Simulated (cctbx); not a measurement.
## Rb3W2Cl4O4 across an absorption edge

Space group Amm2 (no. 38), a = 6.1200 Å, b = 6.1370 Å, c = 15.9580 Å, α = 90.00°, β = 90.00°, γ = 90.00°.

```
atom  mult.       x       y       z  Ueq (Å²)
  W1      2       0       0  0.0060    0.0057
  W2      2     1/2     1/2  0.0018    0.0031
 Rb1      2       0       0  0.3705    0.0094
 Rb2      2     1/2     1/2  0.3656    0.0085
 Rb3      2     1/2       0  0.1360    0.0155
 Cl1      2     1/2     1/2  0.1690    0.0084
 Cl2      2       0       0  0.1623    0.0080
 Cl3      2       0     1/2  0.3352    0.0090
 Cl4      2     1/2       0  0.3360    0.0089
  O1      8  0.7510  0.7651       0    0.0099
```

This is a model crystal, built by substitution and not relaxed, with assumed displacement parameters.

Calculated with cctbx: free-atom f′ and f″ from the Sasaki tables, no fine structure; amplitudes in electrons.

```
E (eV)  F 0 2 0  F 0 1 1  F 1 1 3  F 1 2 0
 14600    473.7     67.1    291.8     54.1
 14950    469.7     65.6    288.4     52.5
 15080    465.8     64.2    285.1     51.1
 15140    461.9     62.9    281.9     49.8
 15170    457.8     61.5    278.5     48.4
 15185    453.8     60.2    275.1     47.1
 15192    450.2     59.0    272.1     45.9
 15196    446.5     57.8    268.9     44.6
 15204    446.4     57.2    268.3     44.5
 15208    451.3     58.9    272.4     46.1
 15215    455.5     60.2    275.9     47.5
 15230    459.9     61.7    279.7     48.9
 15260    464.3     63.1    283.4     50.4
 15350    470.3     65.0    288.4     52.3
 15600    476.7     67.1    293.8     54.3
```

**Question.** Which edge is crossed, and why do the reflections move as they do?

The K edge of Rb. The edge is at 15200 eV. f′ of Rb falls from -4.4 e at 15080 eV to -7.7 e at 4 eV below it, and f″ steps from 0.51 to 3.78 e across it. Over that approach |F| changes by -4 % (0 2 0), -10 % (0 1 1), -6 % (1 1 3) and -13 % (1 2 0): a reflection falls where Rb scatters in phase with the total and rises where it scatters against it; it hardly moves where the Rb term is small or cancels by symmetry or lies in quadrature to the total. The f″ term interferes with the normal scattering with opposite sign for the two Friedel mates. The largest Friedel difference in the scan is 2.7 % of the mean (1 1 3, at 14600 eV).

[Logs are printed without paths, hosts, clocks, repeated set-up lines and the standing remarks that a program may print on its own settings, such as how far it seeks lower states.]
